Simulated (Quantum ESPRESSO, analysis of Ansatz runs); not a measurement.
# A hop of Na in Na2MoO4 (Fd-3m), charge −1 (Quantum ESPRESSO)

How high is the barrier when Na changes place in Na2MoO4 (Fd-3m)? The case: V_Na hop (3.2 Å), charge −1, in a cell of 56 host atoms with 1 Na taken out.

Main program and level: Quantum ESPRESSO 7.5; Quantum ESPRESSO plane-wave DFT, PBEsol, GBRV 1.5 PBEsol potentials; nudged elastic band between two relaxed defect structures at fixed charge in a uniform background.

## Step 1: The starting structure

The cell holds 55 atoms: 15 Na, 8 Mo and 32 O. Its edges and angles: a = 9.103 Å, b = 9.103 Å, c = 9.103 Å, α = 90.0°, β = 90.0°, γ = 90.0°. It derives from Na2MoO4 (space group Fd-3m). Nearest the centre at fractional (0.250, 0.625, 0.750): Na2 at 1.62 Å, O29 at 1.74 Å, O33 at 1.79 Å, O44 at 2.77 Å, Na6 at 2.81 Å, O24 at 2.81 Å, Na10 at 2.82 Å, O49 at 2.95 Å. The cell carries charge −1.

The cell's shortest repeat is 9.1 Å.

## Step 2: Relaxation of the start point, charge −1

A barrier is counted from a minimum, so both ends are relaxed first. Small random displacements break the symmetry of the ideal sites, so that the defect can distort if it gains by it. The charge of −1 is set by the electron count, and a uniform background keeps the cell neutral.

Contents of pw.in:

```
&CONTROL
  calculation = 'relax'
  prefix = 'pwscf'
  outdir = './tmp'
  pseudo_dir = './pseudo'
  tprnfor = .true.
  disk_io = 'low'
  nstep = 70
  forc_conv_thr = 0.00078
  etot_conv_thr = 0.0001
/
&SYSTEM
  ibrav = 0
  nat = 55
  ntyp = 3
  ecutwfc = 40
  ecutrho = 324
  nbnd = 224
  occupations = 'fixed'
  tot_charge = -1
  nosym = .true.
/
&ELECTRONS
  conv_thr = 6d-08
  electron_maxstep = 100
  mixing_beta = 0.5
/
&IONS
  ion_dynamics = 'bfgs'
/
ATOMIC_SPECIES
Na    22.9898 na_pbesol_v1.5.uspp.F.UPF
Mo    95.9500 mo_pbesol_v1.uspp.F.UPF
O     15.9990 o_pbesol_v1.2.uspp.F.UPF
CELL_PARAMETERS angstrom
   9.1028957884    0.0000000000    0.0000000000
   0.0000000000    9.1028957884    0.0000000000
   0.0000000000    0.0000000000    9.1028957884
ATOMIC_POSITIONS crystal
Na     0.1248526269    0.1221291668    0.1266118116
Na     0.1263581747    0.6252308709    0.6220061064
Na     0.6225338350    0.1228322386    0.6247168398
Na     0.6261604051    0.6275561868    0.1232735272
Na     0.1278736699    0.3733879515    0.3749317376
Na     0.1255453828    0.8766283830    0.8778128749
Na     0.6232940205    0.3777785308    0.8754803537
Na     0.6276324521    0.8768709110    0.3756566788
Na     0.3730272073    0.3726340714    0.1261712428
Na     0.3772370128    0.8770494449    0.6237127982
Na     0.8777397018    0.3748926628    0.6268286201
Na     0.8728902733    0.8775301743    0.1249072094
Na     0.3745262663    0.1217728216    0.3745285822
Na     0.8775404685    0.1239551964    0.8731790815
Na     0.8736241399    0.6246084684    0.3720309848
Mo     0.0013894813   -0.0002817190    0.4970248840
Mo    -0.0022934659    0.4986171724   -0.0019207136
Mo     0.4998291750   -0.0032910457   -0.0000342887
Mo     0.5003002771    0.4972382191    0.5017730591
Mo     0.2467754323    0.2493537879    0.7502142705
Mo     0.2475314189    0.7514748618    0.2516100401
Mo     0.7475606120    0.2478862421    0.2506653968
Mo     0.7474297612    0.7495972930    0.7479768741
O      0.3655881028    0.3625142158    0.8639927011
O      0.3597650277    0.8619995864    0.3641676424
O      0.8624928818    0.3600628578    0.3605031293
O      0.8617316380    0.8650982074    0.8606340115
O      0.3896916631    0.1111351181    0.1144594004
O      0.3849184422    0.6116414338    0.6145483308
O      0.8904486838    0.1117670801    0.6116742673
O      0.8891573503    0.6135724894    0.1099892667
O      0.1095285080    0.1136551328    0.3868440637
O      0.1124250854    0.6103145270    0.8897645652
O      0.6114001187    0.1120070514    0.8904089741
O      0.6121200992    0.6146790340    0.3899110925
O      0.1157055719    0.3870325947    0.1115560114
O      0.1104873332    0.8898748622    0.6131092645
O      0.6150383484    0.3889157371    0.6142207584
O      0.6094298872    0.8881414857    0.1131004755
O      0.1390150261    0.1365648498    0.8653499367
O      0.1392563069    0.6370762109    0.3598988116
O      0.6344764452    0.1363066623    0.3615376073
O      0.6403581402    0.6388420877    0.8624737417
O      0.1398010035    0.3646044112    0.6384363606
O      0.1355926853    0.8607815188    0.1353275661
O      0.6387174604    0.3638906276    0.1346670558
O      0.6359295239    0.8653127796    0.6385618904
O      0.3895958229    0.3858788043    0.3854687129
O      0.3846856886    0.8855512764    0.8877005973
O      0.8882355384    0.3853151065    0.8898109189
O      0.8875879744    0.8889228799    0.3903139877
O      0.3614939290    0.1375597460    0.6342986174
O      0.3596993490    0.6389488162    0.1375821835
O      0.8600010975    0.1394007919    0.1376957223
O      0.8648954163    0.6387002106    0.6354221687
K_POINTS gamma
```

Started as:

```
> OMP_NUM_THREADS=1 mpirun -n 4 pw.x -in pw.in > pw.out
```

Log:

```text
[shortened: banners, details of potentials and solvers, and blank lines are left out]
     gamma-point specific algorithms are used
     one sub-group per band group will be used
     scalapack distributed-memory algorithm (size of sub-group:  2*  2 procs)
     bravais-lattice index     =            0
     lattice parameter (alat)  =      17.2020  a.u.
     unit-cell volume          =    5090.2055 (a.u.)^3
     number of atoms/cell      =           55
     number of atomic types    =            3
     number of electrons       =       440.00
     number of Kohn-Sham states=          224
     kinetic-energy cutoff     =      40.0000  Ry
     charge density cutoff     =     324.0000  Ry
     scf convergence threshold =      6.0E-08
     mixing beta               =       0.5000
     number of iterations used =            8  plain     mixing
     energy convergence thresh.=      1.0E-04
     force convergence thresh. =      7.8E-04
     Exchange-correlation= SLA  PW   PSX  PSC
                           (   1   4  10   8   0   0   0)
     nstep                     =           70
     crystal axes: (cart. coord. in units of alat)
               a(1) = (   1.000000   0.000000   0.000000 )
               a(2) = (   0.000000   1.000000   0.000000 )
               a(3) = (   0.000000   0.000000   1.000000 )
     PseudoPot. # 1 for Na read from file:
     na_pbesol_v1.5.uspp.F.UPF
     Pseudo is Ultrasoft, Zval =  9.0
[...]
PseudoPot. # 2 for Mo read from file:
     mo_pbesol_v1.uspp.F.UPF
     Pseudo is Ultrasoft + core correction, Zval = 14.0
[...]
PseudoPot. # 3 for O  read from file:
     o_pbesol_v1.2.uspp.F.UPF
     Pseudo is Ultrasoft + core correction, Zval =  6.0
[...]
atomic species   valence    mass     pseudopotential
     Na                9.00    22.98980     Na( 1.00)
     Mo               14.00    95.95000     Mo( 1.00)
     O                 6.00    15.99900     O ( 1.00)
     No symmetry found
     site n.     atom                  positions (alat units)
         1        Na     tau(   1) = (   0.1248526   0.1221292   0.1266118  )
         2        Na     tau(   2) = (   0.1263582   0.6252309   0.6220061  )
         3        Na     tau(   3) = (   0.6225338   0.1228322   0.6247168  )
         4        Na     tau(   4) = (   0.6261604   0.6275562   0.1232735  )
         5        Na     tau(   5) = (   0.1278737   0.3733880   0.3749317  )
         6        Na     tau(   6) = (   0.1255454   0.8766284   0.8778129  )
         7        Na     tau(   7) = (   0.6232940   0.3777785   0.8754804  )
         8        Na     tau(   8) = (   0.6276325   0.8768709   0.3756567  )
[...]
number of k points=     1
                       cart. coord. in units 2pi/alat
        k(    1) = (   0.0000000   0.0000000   0.0000000), wk =   2.0000000
     Dense  grid:   250592 G-vectors     FFT dimensions: ( 100, 100, 100)
     Smooth grid:    86963 G-vectors     FFT dimensions: (  72,  72,  72)
     Check: negative core charge=   -0.000001
     starting charge     438.8958, renormalised to     440.0000
     Self-consistent Calculation
     iteration #  1     ecut=    40.00 Ry     beta= 0.50
     total energy              =   -3567.66190570 Ry
     estimated scf accuracy    <      20.12977976 Ry
     iteration #  2     ecut=    40.00 Ry     beta= 0.50
     total energy              =   -3568.63396729 Ry
     estimated scf accuracy    <      48.39594535 Ry
     iteration #  3     ecut=    40.00 Ry     beta= 0.50
     total energy              =   -3576.42550686 Ry
     estimated scf accuracy    <       1.58476084 Ry
[...]
estimated scf accuracy    <       0.00584467 Ry
     iteration #  9     ecut=    40.00 Ry     beta= 0.50
     total energy              =   -3576.61486997 Ry
     estimated scf accuracy    <       0.00244675 Ry
     iteration # 10     ecut=    40.00 Ry     beta= 0.50
     total energy              =   -3576.61524239 Ry
     estimated scf accuracy    <       0.00027776 Ry
[... 209 further cycles ...]
     iteration # 10     ecut=    40.00 Ry     beta= 0.50
     End of self-consistent calculation
          k = 0.0000 0.0000 0.0000 ( 10912 PWs)   bands (ev):
   -56.4365 -56.4341 -56.3322 -56.3316 -56.3308 -56.3300 -56.3298 -56.3289
   -44.3888 -44.3879 -44.3860 -44.3852 -44.3828 -44.3815 -44.2893 -44.2878
   -44.2847 -44.2835 -44.2829 -44.2811 -44.2403 -44.2382 -44.2370 -30.7860
   -30.7851 -30.7842 -30.7822 -30.7819 -30.7769 -30.7175 -30.7165 -30.7159
   -30.7157 -30.7148 -30.7144 -30.6830 -30.6807 -30.6789 -30.6773 -30.6754
   -30.6728 -30.6623 -30.6601 -30.6588 -30.6553 -30.6535 -30.6522 -16.6194
   -16.5833 -16.5812 -16.5565 -16.5545 -16.5240 -16.5206 -16.5197 -16.5010
   -16.4994 -16.4971 -16.4948 -16.4818 -16.4812 -16.4796 -16.4779 -16.4760
[...]
highest occupied, lowest unoccupied level (ev):     3.8720    8.3066
!    total energy              =   -3576.67617244 Ry
     estimated scf accuracy    <          1.4E-10 Ry
     The total energy is the sum of the following terms:
     one-electron contribution =   -1985.00179470 Ry
     hartree contribution      =    1158.92626815 Ry
     xc contribution           =    -595.86313208 Ry
     ewald contribution        =   -2154.73751381 Ry
     convergence has been achieved in  10 iterations
     Forces acting on atoms (cartesian axes, Ry/au):
     atom    1 type  1   force =    -0.00030083   -0.00002049    0.00022552
     atom    2 type  1   force =     0.00013896   -0.00022253    0.00023445
     atom    3 type  1   force =     0.00020653    0.00013660   -0.00022401
     atom    4 type  1   force =    -0.00023866    0.00022693   -0.00015829
     atom    5 type  1   force =    -0.00031800   -0.00011770    0.00012634
     atom    6 type  1   force =     0.00024549   -0.00035841    0.00019033
     atom    7 type  1   force =    -0.00019433    0.00016030   -0.00043262
     atom    8 type  1   force =     0.00014853    0.00033167    0.00001555
[...]
Total force =     0.003623     Total SCF correction =     0.000038
     Energy error            =      2.5E-05 Ry
     Gradient error          =      8.7E-04 Ry/Bohr
     number of scf cycles    =  20
     number of bfgs steps    =  19
     energy             old  =   -3576.6761471605 Ry
     energy             new  =   -3576.6761724377 Ry
     CASE: energy            _new < energy            _old
     new trust radius        =       0.0018075073 bohr
     new conv_thr            =       0.0000000006 Ry
ATOMIC_POSITIONS (crystal)
Na               0.1264673540        0.1247816169        0.1233042616
Na               0.1350785641        0.6197441321        0.6347772554
Na               0.6232740798        0.1249900047        0.6266267382
Na               0.6147364199        0.6301706113        0.1148988730
Na               0.1266408747        0.3765302556        0.3748299023
Na               0.1348071002        0.8651662718        0.8802695192
Na               0.6150651640        0.3849481548        0.8699081438
Na               0.6231820348        0.8732017129        0.3749660118
[...]
Check: negative core charge=   -0.000001
     Self-consistent Calculation
     iteration #  1     ecut=    40.00 Ry     beta= 0.50
     total energy              =   -3576.67618298 Ry
     estimated scf accuracy    <       0.00000490 Ry
     iteration #  2     ecut=    40.00 Ry     beta= 0.50
     total energy              =   -3576.67618342 Ry
     estimated scf accuracy    <       0.00000213 Ry
     iteration #  3     ecut=    40.00 Ry     beta= 0.50
     total energy              =   -3576.67618385 Ry
     estimated scf accuracy    <       0.00000075 Ry
[...]
estimated scf accuracy    <          2.3E-09 Ry
     iteration #  7     ecut=    40.00 Ry     beta= 0.50
     total energy              =   -3576.67618398 Ry
     estimated scf accuracy    <          2.9E-09 Ry
     iteration #  8     ecut=    40.00 Ry     beta= 0.50
     total energy              =   -3576.67618398 Ry
     estimated scf accuracy    <          8.0E-10 Ry
     iteration #  9     ecut=    40.00 Ry     beta= 0.50
     End of self-consistent calculation
          k = 0.0000 0.0000 0.0000 ( 10912 PWs)   bands (ev):
   -56.4370 -56.4346 -56.3310 -56.3306 -56.3302 -56.3292 -56.3285 -56.3280
   -44.3893 -44.3879 -44.3867 -44.3853 -44.3837 -44.3830 -44.2886 -44.2880
   -44.2841 -44.2835 -44.2827 -44.2816 -44.2416 -44.2395 -44.2392 -30.7868
   -30.7856 -30.7850 -30.7828 -30.7823 -30.7781 -30.7173 -30.7163 -30.7159
   -30.7151 -30.7137 -30.7133 -30.6820 -30.6795 -30.6783 -30.6763 -30.6749
   -30.6720 -30.6617 -30.6596 -30.6585 -30.6546 -30.6528 -30.6517 -16.6200
   -16.5836 -16.5822 -16.5568 -16.5555 -16.5245 -16.5209 -16.5203 -16.5013
   -16.5001 -16.4973 -16.4957 -16.4820 -16.4810 -16.4804 -16.4782 -16.4762
[...]
highest occupied, lowest unoccupied level (ev):     3.8725    8.3068
!    total energy              =   -3576.67618398 Ry
     estimated scf accuracy    <          1.1E-10 Ry
     The total energy is the sum of the following terms:
     one-electron contribution =   -1985.07410444 Ry
     hartree contribution      =    1158.96223795 Ry
     xc contribution           =    -595.86611340 Ry
     ewald contribution        =   -2154.69820408 Ry
     convergence has been achieved in   9 iterations
     Forces acting on atoms (cartesian axes, Ry/au):
     atom    1 type  1   force =    -0.00026196    0.00002394    0.00017160
     atom    2 type  1   force =     0.00016193   -0.00022114    0.00033893
     atom    3 type  1   force =     0.00020569    0.00016904   -0.00016896
     atom    4 type  1   force =    -0.00031528    0.00019427   -0.00017685
     atom    5 type  1   force =    -0.00031190   -0.00008229    0.00012907
     atom    6 type  1   force =     0.00026039   -0.00047496    0.00016600
     atom    7 type  1   force =    -0.00024670    0.00018909   -0.00041639
     atom    8 type  1   force =     0.00008357    0.00026027    0.00001674
[...]
Total force =     0.002969     Total SCF correction =     0.000038
     Energy error            =      1.2E-05 Ry
     Gradient error          =      5.8E-04 Ry/Bohr
     bfgs converged in  21 scf cycles and  20 bfgs steps
     (criteria: energy <  1.0E-04 Ry, force <  7.8E-04 Ry/Bohr)
     End of BFGS Geometry Optimization
     Final energy             =   -3576.6761839770 Ry
Begin final coordinates
ATOMIC_POSITIONS (crystal)
Na               0.1264673540        0.1247816169        0.1233042616
Na               0.1350785641        0.6197441321        0.6347772554
Na               0.6232740798        0.1249900047        0.6266267382
Na               0.6147364199        0.6301706113        0.1148988730
Na               0.1266408747        0.3765302556        0.3748299023
Na               0.1348071002        0.8651662718        0.8802695192
Na               0.6150651640        0.3849481548        0.8699081438
Na               0.6231820348        0.8732017129        0.3749660118
[...]
End final coordinates
   JOB DONE.
```

The job ended after 11 min (4 MPI ranks of Arm Neoverse V2, shared host; peak memory 1.4 GiB; 44 min of CPU time).

Relaxation path:

```csv
step,energy less that of the first step (eV)
0,0.0000
1,-0.2174
2,-0.5213
3,-0.5630
4,-0.6331
5,-0.7019
6,-0.7312
7,-0.7449
8,-0.7641
9,-0.7921
10,-0.8058
11,-0.8093
12,-0.8144
13,-0.8198
14,-0.8230
15,-0.8245
16,-0.8256
17,-0.8270
18,-0.8280
19,-0.8284
20,-0.8285
```

The atoms that moved most (Å):

```csv
atom,dx,dy,dz,length
O29,0.044,-0.011,-0.148,0.154
O49,0.043,0.144,0.019,0.152
Na10,0.029,-0.108,0.103,0.152
Na9,-0.032,0.107,-0.100,0.150
Na2,0.079,-0.050,0.116,0.149
O24,-0.047,-0.130,-0.032,0.142
Na6,0.084,-0.104,0.022,0.136
Na4,-0.104,0.024,-0.076,0.131
```

Neighbours of Na2 at the end:

```csv
atom,distance (Å)
O29,2.344
O33,2.344
O44,2.377
O41,2.420
O55,2.424
O37,2.457
Na10,3.159
Na6,3.160
```

Numbers from this step:

* highest filled level: 3.872 eV
* lowest empty level: 8.307 eV
* r.m.s. move of the farther half of the atoms: 0.05353 Å
* largest move from the ideal geometry of this structure, a common shift of the far atoms taken out: 0.1614 Å

The relaxation gained 0.829 eV and ended with a largest force component of 0.015 eV/Å.

(Continued in part 2 of 3.)

[Logs are printed without paths, hosts, clocks, repeated set-up lines and the standing remarks that a program may print on its own settings, such as how far it seeks lower states.]

[Hosts, paths, dates, database ids (printed as entryN), source tags and the programs' standing remarks are cut or masked in the printed files.]
